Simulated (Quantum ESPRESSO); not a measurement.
# E(M) of Ni

Aim: the energy of Ni as a function of the total spin moment of its primitive cell.

Method: PBE; plane waves with GBRV 1.5 PBE potentials, no spin-orbit coupling, in Quantum ESPRESSO 7.5.

### Step 1. The structure

The structure is cubic, space group Fm-3m (No. 225). The conventional cell has a = 3.524 Å, b = 3.524 Å, c = 3.524 Å, α = 90.00°, β = 90.00°, γ = 90.00°. Nearest to Ni lie 12 Ni at 2.49 Å.

The lattice constants were typed from memory of published values and not checked against a source.

### Step 2. No moment imposed

pw.in reads:

```
&CONTROL
  calculation = 'scf'
  prefix = 'pwscf'
  outdir = './tmp'
  pseudo_dir = './pseudo'
  disk_io = 'nowf'
/
&SYSTEM
  ibrav = 0
  celldm(1) = 8
  nat = 1
  ntyp = 1
  ecutwfc = 40
  ecutrho = 280
  nbnd = 15
  occupations = 'smearing'
  smearing = 'fd'
  degauss = 0.00367493
  nspin = 2
  starting_magnetization(1) = 0.0556
/
&ELECTRONS
  conv_thr = 2d-09
  electron_maxstep = 150
  mixing_beta = 0.3
/
ATOMIC_SPECIES
Ni     58.6934 ni_pbe_v1.4.uspp.F.UPF
CELL_PARAMETERS alat
   0.0000000000000    0.4162121789488    0.4162121789488
   0.4162121789488    0.0000000000000    0.4162121789488
   0.4162121789488    0.4162121789488    0.0000000000000
ATOMIC_POSITIONS crystal
Ni      0.0000000000    0.0000000000    0.0000000000
K_POINTS automatic
16 16 16 0 0 0
```

Command:

```bash
> OMP_NUM_THREADS=1 mpirun -n 4 pw.x -nk 4 -in pw.in > pw.out
```

Log:

```text
Program PWSCF v.7.5 starts

     Message from routine setup:
     using ibrav=0 with symmetry is DISCOURAGED, use correct ibrav instead

     K-points division:     npool     =       4
     Subspace diagonalization in iterative solution of the eigenvalue problem:

     G-vector sticks info
     --------------------
     sticks:   dense  smooth     PW     G-vecs:    dense   smooth      PW
     Sum         433     253     85                 5817     2565     537

     Using Slab Decomposition

     bravais-lattice index     =            0
     lattice parameter (alat)  =       8.0000  a.u.
     unit-cell volume          =      73.8319 (a.u.)^3
     number of atoms/cell      =            1
     number of atomic types    =            1
     number of electrons       =        18.00
     number of Kohn-Sham states=           15
     kinetic-energy cutoff     =      40.0000  Ry
     charge density cutoff     =     280.0000  Ry
     scf convergence threshold =      2.0E-09
     mixing beta               =       0.3000
     number of iterations used =            8  plain     mixing
     Exchange-correlation=  SLA  PW   PBX  PBC
                           (   1   4   3   4   0   0   0)

     celldm(1)=   8.000000  celldm(2)=   0.000000  celldm(3)=   0.000000
     celldm(4)=   0.000000  celldm(5)=   0.000000  celldm(6)=   0.000000

     crystal axes: (cart. coord. in units of alat)
               a(1) = (   0.000000   0.416212   0.416212 )
               a(2) = (   0.416212   0.000000   0.416212 )
               a(3) = (   0.416212   0.416212   0.000000 )

     reciprocal axes: (cart. coord. in units 2 pi/alat)
               b(1) = ( -1.201310  1.201310  1.201310 )
               b(2) = (  1.201310 -1.201310  1.201310 )
               b(3) = (  1.201310  1.201310 -1.201310 )

     PseudoPot. # 1 for Ni read from file:
     ni_pbe_v1.4.uspp.F.UPF
     Pseudo is Ultrasoft + core correction, Zval = 18.0
     Generated by new atomic code, or converted to UPF format
     Using radial grid of  865 points,  6 beta functions with:
                l(1) =   0
                l(2) =   0
                l(3) =   1
                l(4) =   1
                l(5) =   2
                l(6) =   2
     Q(r) pseudized with 10 coefficients,  rinner =    0.980   0.980   0.980
                                                       0.980   0.980

     atomic species   valence    mass     pseudopotential
     Ni               18.00    58.69340     Ni( 1.00)

     Starting magnetic structure
     atomic species   magnetization
     Ni              0.056

     48 Sym. Ops., with inversion, found

   Cartesian axes

     site n.     atom                  positions (alat units)
         1        Ni     tau(   1) = (   0.0000000   0.0000000   0.0000000  )

     number of k points=   145  Fermi-Dirac smearing, width (Ry)=  0.0037

     Number of k-points >= 100: set verbosity='high' to print them.

     Dense  grid:     5817 G-vectors     FFT dimensions: (  25,  25,  25)

     Smooth grid:     2565 G-vectors     FFT dimensions: (  20,  20,  20)

     Check: negative core charge=   -0.000020
     Generating pointlists ...
     new r_m :   0.2428 (alat units)  1.9424 (a.u.) for type    1

     Initial potential from superposition of free atoms

     starting charge      16.0000, renormalised to      18.0000
     Starting wfcs are   13 randomized atomic wfcs +    2 random wfcs

     Self-consistent Calculation

     iteration #  1     ecut=    40.00 Ry     beta= 0.30
     Davidson diagonalization with overlap
     ethr =  1.00E-02,  avg # of iterations =  4.6

     total energy              =    -336.83988566 Ry
     estimated scf accuracy    <      31.74168526 Ry

     total magnetization       =     0.18 Bohr mag/cell
     absolute magnetization    =     0.20 Bohr mag/cell

     iteration #  2     ecut=    40.00 Ry     beta= 0.30
     Davidson diagonalization with overlap
     ethr =  1.00E-02,  avg # of iterations =  3.0

     total energy              =    -343.02135528 Ry
     estimated scf accuracy    <       1.24610301 Ry

     total magnetization       =     0.42 Bohr mag/cell
     absolute magnetization    =     0.48 Bohr mag/cell

     iteration #  3     ecut=    40.00 Ry     beta= 0.30
     Davidson diagonalization with overlap
     ethr =  6.92E-03,  avg # of iterations =  2.0

     total energy              =    -343.26586006 Ry
     estimated scf accuracy    <       0.05834278 Ry

     total magnetization       =     0.68 Bohr mag/cell
     absolute magnetization    =     0.75 Bohr mag/cell

     [... further iterations left out ...]

     iteration #  8     ecut=    40.00 Ry     beta= 0.30
     Davidson diagonalization with overlap
     ethr =  5.29E-08,  avg # of iterations =  1.9

     total energy              =    -343.27814847 Ry
     estimated scf accuracy    <       0.00000062 Ry

     total magnetization       =     0.62 Bohr mag/cell
     absolute magnetization    =     0.72 Bohr mag/cell

     iteration #  9     ecut=    40.00 Ry     beta= 0.30
     Davidson diagonalization with overlap
     ethr =  3.44E-09,  avg # of iterations =  2.0

     total energy              =    -343.27814880 Ry
     estimated scf accuracy    <       0.00000087 Ry

     total magnetization       =     0.62 Bohr mag/cell
     absolute magnetization    =     0.72 Bohr mag/cell

     iteration # 10     ecut=    40.00 Ry     beta= 0.30
     Davidson diagonalization with overlap
     ethr =  3.44E-09,  avg # of iterations =  1.5

     total energy              =    -343.27814901 Ry
     estimated scf accuracy    <       0.00000004 Ry

     total magnetization       =     0.62 Bohr mag/cell
     absolute magnetization    =     0.72 Bohr mag/cell

     iteration # 11     ecut=    40.00 Ry     beta= 0.30
     Davidson diagonalization with overlap
     ethr =  1.98E-10,  avg # of iterations =  1.5

     Magnetic moment per site  (integrated on atomic sphere of radius R)
     atom   1 (R=0.243)  charge= 16.7041  magn=  0.6649

     End of self-consistent calculation

     Number of k-points >= 100: set verbosity='high' to print the bands.

     the Fermi energy is    17.7746 ev

!    total energy              =    -343.27814911 Ry
     estimated scf accuracy    <          1.6E-09 Ry
     smearing contrib. (-TS)   =      -0.00107603 Ry
     internal energy E=F+TS    =    -343.27707307 Ry

     The total energy is F=E-TS. E is the sum of the following terms:
     one-electron contribution =    -192.38631119 Ry
     hartree contribution      =     107.73665767 Ry
     xc contribution           =     -35.55980717 Ry
     ewald contribution        =    -223.06761238 Ry

     total magnetization       =     0.62 Bohr mag/cell
     absolute magnetization    =     0.72 Bohr mag/cell

     convergence has been achieved in  11 iterations

=------------------------------------------------------------------------------=
   JOB DONE.
=------------------------------------------------------------------------------=
```

Wall time 4.6 s (4 MPI ranks of Arm Neoverse V2, shared host); peak memory 0.22 GiB; 18 s of CPU time.

Spin moment in the atom's sphere by atom:

```
atom  spin moment in the atom's sphere (μB)
 Ni1                                  0.665
```

This step gave:

| Property | Result |
| --- | --- |
| smearing term TS | 0.01464 eV |
| magnetization | 0.623 μB |
| absolute magnetization | 0.724 μB |
| final state | ferromagnetic |

### Step 3. Moment fixed at 0 μB

The two spin channels are filled to separate Fermi energies, so that the total moment meets the target. Half of the up one less the down one is the slope dE/dM.

pw.in: that of step 2 with these lines changed.

```diff
@@ -14,3 +14,3 @@
   ecutrho = 280
-  nbnd = 15
+  nbnd = 16
   occupations = 'smearing'
@@ -19,3 +19,4 @@
   nspin = 2
-  starting_magnetization(1) = 0.0556
+  starting_magnetization(1) = 0.0028
+  tot_magnetization = 0
 /
```

Log:

```text
     [... lines left out ...]
Program PWSCF v.7.5 starts
     [... lines left out ...]
     number of atoms/cell      =            1
     [... lines left out ...]
     number of electrons       =        18.00 (up:   9.00, down:   9.00)
     number of Kohn-Sham states=           16
     kinetic-energy cutoff     =      40.0000  Ry
     charge density cutoff     =     280.0000  Ry
     scf convergence threshold =      2.0E-09
     [... lines left out ...]
     48 Sym. Ops., with inversion, found
     [... lines left out ...]
     number of k points=   145  Fermi-Dirac smearing, width (Ry)=  0.0037
     [... lines left out ...]
     iteration # 11     ecut=    40.00 Ry     beta= 0.30
     [... lines left out ...]
     Magnetic moment per site  (integrated on atomic sphere of radius R)
     atom   1 (R=0.243)  charge= 16.7074  magn=  0.0000
     [... lines left out ...]
     the spin up/dw Fermi energies are    17.5575   17.5575 ev
!    total energy              =    -343.27379480 Ry
     estimated scf accuracy    <          3.7E-12 Ry
     smearing contrib. (-TS)   =      -0.00227220 Ry
     [... lines left out ...]
     total magnetization       =     0.00 Bohr mag/cell
     absolute magnetization    =     0.00 Bohr mag/cell
     convergence has been achieved in  11 iterations
```

Elapsed: 4.6 s, on 4 MPI ranks; peak memory 0.22 GiB.

Read from the output:

```
magnetization                                 : 0 μB
absolute magnetization                        : 0 μB
half the difference of the two Fermi energies : 0 meV
largest moment                                : 0 μB
```

### Step 4. Moment fixed at 0.136 μB

pw.in: that of step 3 with these lines changed.

```diff
@@ -19,4 +19,4 @@
   nspin = 2
-  starting_magnetization(1) = 0.0028
-  tot_magnetization = 0
+  starting_magnetization(1) = 0.0076
+  tot_magnetization = 0.136
 /
```

Log:

```text
     [... lines left out ...]
Program PWSCF v.7.5 starts
     [... lines left out ...]
     number of atoms/cell      =            1
     [... lines left out ...]
     number of electrons       =        18.00 (up:   9.07, down:   8.93)
     number of Kohn-Sham states=           16
     kinetic-energy cutoff     =      40.0000  Ry
     charge density cutoff     =     280.0000  Ry
     scf convergence threshold =      2.0E-09
     [... lines left out ...]
     48 Sym. Ops., with inversion, found
     [... lines left out ...]
     number of k points=   145  Fermi-Dirac smearing, width (Ry)=  0.0037
     [... lines left out ...]
     iteration # 11     ecut=    40.00 Ry     beta= 0.30
     [... lines left out ...]
     Magnetic moment per site  (integrated on atomic sphere of radius R)
     atom   1 (R=0.243)  charge= 16.7073  magn=  0.1474
     [... lines left out ...]
     the spin up/dw Fermi energies are    17.5035   17.6143 ev
!    total energy              =    -343.27407288 Ry
     estimated scf accuracy    <          1.2E-10 Ry
     smearing contrib. (-TS)   =      -0.00221301 Ry
     [... lines left out ...]
     total magnetization       =     0.14 Bohr mag/cell
     absolute magnetization    =     0.16 Bohr mag/cell
     convergence has been achieved in  11 iterations
```

Elapsed: 4.7 s, on 4 MPI ranks; peak memory 0.22 GiB.

Spin moment in the atom's sphere by atom:

```
atom  spin moment in the atom's sphere (μB)
 Ni1                                  0.147
```

Read from the output:

```yaml
magnetization: 0.136 μB
absolute_magnetization: 0.164 μB
half_the_difference_of_the_two_fermi_energies: -55.4 meV
```

### Step 5. Moment fixed at 0.272 μB

pw.in: that of step 4 with these lines changed.

```diff
@@ -19,4 +19,4 @@
   nspin = 2
-  starting_magnetization(1) = 0.0076
-  tot_magnetization = 0.136
+  starting_magnetization(1) = 0.0151
+  tot_magnetization = 0.272
 /
```

Log:

```text
     [... lines left out ...]
Program PWSCF v.7.5 starts
     [... lines left out ...]
     number of atoms/cell      =            1
     [... lines left out ...]
     number of electrons       =        18.00 (up:   9.14, down:   8.86)
     number of Kohn-Sham states=           16
     kinetic-energy cutoff     =      40.0000  Ry
     charge density cutoff     =     280.0000  Ry
     scf convergence threshold =      2.0E-09
     [... lines left out ...]
     48 Sym. Ops., with inversion, found
     [... lines left out ...]
     number of k points=   145  Fermi-Dirac smearing, width (Ry)=  0.0037
     [... lines left out ...]
     iteration # 11     ecut=    40.00 Ry     beta= 0.30
     [... lines left out ...]
     Magnetic moment per site  (integrated on atomic sphere of radius R)
     atom   1 (R=0.243)  charge= 16.7072  magn=  0.2946
     [... lines left out ...]
     the spin up/dw Fermi energies are    17.4556   17.6715 ev
!    total energy              =    -343.27489342 Ry
     estimated scf accuracy    <          2.0E-11 Ry
     smearing contrib. (-TS)   =      -0.00202858 Ry
     [... lines left out ...]
     total magnetization       =     0.27 Bohr mag/cell
     absolute magnetization    =     0.33 Bohr mag/cell
     convergence has been achieved in  11 iterations
```

It took 4.8 s on 4 MPI ranks; peak memory 0.22 GiB; 19 s of CPU time.

Read from the output:

```yaml
magnetization: 0.272 μB
absolute_magnetization: 0.328 μB
half_the_difference_of_the_two_fermi_energies: -107.9 meV
largest_moment: 0.2946 μB
```

### Step 6. All moments

The runs not shown differ in the target, the start and the number of states alone. The point at 0.62 μB is the free run, entered with slope zero.

Table of energy over the lowest by total spin moment:

```
total spin moment (μB a cell)  energy over the lowest (meV a cell)
                        0.000                                 59.2
                        0.136                                 55.5
                        0.272                                 44.3
                        0.408                                 26.5
                        0.543                                 5.04
                        0.623                                    0
                        0.679                                 1.02
                        0.815                                 14.3
                        0.951                                 59.2
                        1.087                                  129
                        1.223                                  239
```

Table of dE/dM by total spin moment:

```
total spin moment (μB a cell)  dE/dM (meV/μB)
                        0.000        -0.00137
                        0.136           -55.4
                        0.272            -108
                        0.408            -152
                        0.543            -142
                        0.623               0
                        0.679            33.9
                        0.815             221
                        0.951             411
                        1.087             642
                        1.223             933
```

Largest site moment against total spin moment:

```
total spin moment (μB a cell)  largest site moment (μB)
                        0.000                         0
                        0.136                     0.147
                        0.272                     0.295
                        0.408                     0.441
                        0.543                     0.585
                        0.623                     0.665
                        0.679                     0.721
                        0.815                     0.849
                        0.951                     0.973
                        1.087                      1.09
                        1.223                      1.21
```

### Step 7. Results

- moment of the free run: 0.62 μB a cell
- energy at zero total moment: 59.2 meV a cell over the lowest
- ΔE/ΔM² from the lowest point to 0.81 and to 0.41 μB: 386 and 574 meV/μB²

At zero total moment the site moments vanish, so the 59 meV a cell is the energy of forming them. The points show one minimum alone. The cell holds one seeded atom, so opposed orders, which may lie lower, cannot form in it.

[Logs and program files are shortened in this print: banners, set-up blocks, solver, clock and traceback lines can be left out without a mark of their own.]

[Logs are printed without paths, hosts, clocks, repeated set-up lines and the standing remarks that a program may print on its own settings, such as how far it seeks lower states.]

[Hosts, paths, dates, database ids (printed as entryN), source tags and the programs' standing remarks are cut or masked in the printed files.]

[Where a cell is said to come from a database of computed structures, the database is the Materials Project.]
